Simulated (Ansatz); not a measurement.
Planning a run of Ansatz 0.2.0 on Bi2Te3 (Tellurobismuthite). The input:

```yaml
crystal:
  lattice:
    - [2.193, 1.2661291403, 10.1656666667]
    - [-2.193, 1.2661291403, 10.1656666667]
    - [0.0, -2.5322582807, 10.1656666667]
  atoms:
    - { symbol: Bi, position: [0.4, 0.4, 0.4] }
    - { symbol: Bi, position: [0.6, 0.6, 0.6] }
    - { symbol: Te, position: [0.0, 0.0, 0.0] }
    - { symbol: Te, position: [0.2095, 0.2095, 0.2095] }
    - { symbol: Te, position: [0.7905, 0.7905, 0.7905] }
kpoints:
  mp_grid: { grid: [4, 4, 4] }
hamiltonian:
  xc: pbe
scf:
  occupations: { method: fixed }
gw:
  n_empty_bands: 928
  ecut_chi: 180.0
  qp_bands: [v2, c2]
  qp_kpoints: band_edges
  screening: { model: contour_deformation }
```

```sh
ansatz run input.yaml --threads 3 --pin off --max-ram 64512MiB --backend cuda --events-out ev --progress --plain --runs-dir out --devices 1 --max-vram 24GiB  # rebuilt from the run's record
```

Q: Estimate wall time and host memory on 1 × NVIDIA H100 80GB HBM3 (shared by 3 runs) with 3 threads of AMD EPYC 7R13 (Zen 3), shared host.

It took 88 s; on shared hardware allow 44 s to 2.9 min. Peak host memory was 3.8 GiB. The sizes that set the cost: 3345 plane waves a state, 13 irreducible k points, 967 bands summed, 941 plane waves in the screening and 7 SCF cycles.

The screening grows as filled bands × empty bands × pairs of k points, times the square of the screening basis for the matrix.

[Paths, hosts, dates, memory and timing lines, banners, echoed tables and standing remarks are left out of the program output.]

[Logs are printed without paths, hosts, clocks, repeated set-up lines and the standing remarks that a program may print on its own settings, such as how far it seeks lower states.]

[Runs of the session that timed out or met a known fault of the program may be left out.]

[Cells called generated may have been cut or substituted from an entry of the Crystallography Open Database or the Materials Project.]

[Hosts, paths, dates, database ids (printed as entryN), source tags and the programs' standing remarks are cut or masked in the printed files.]
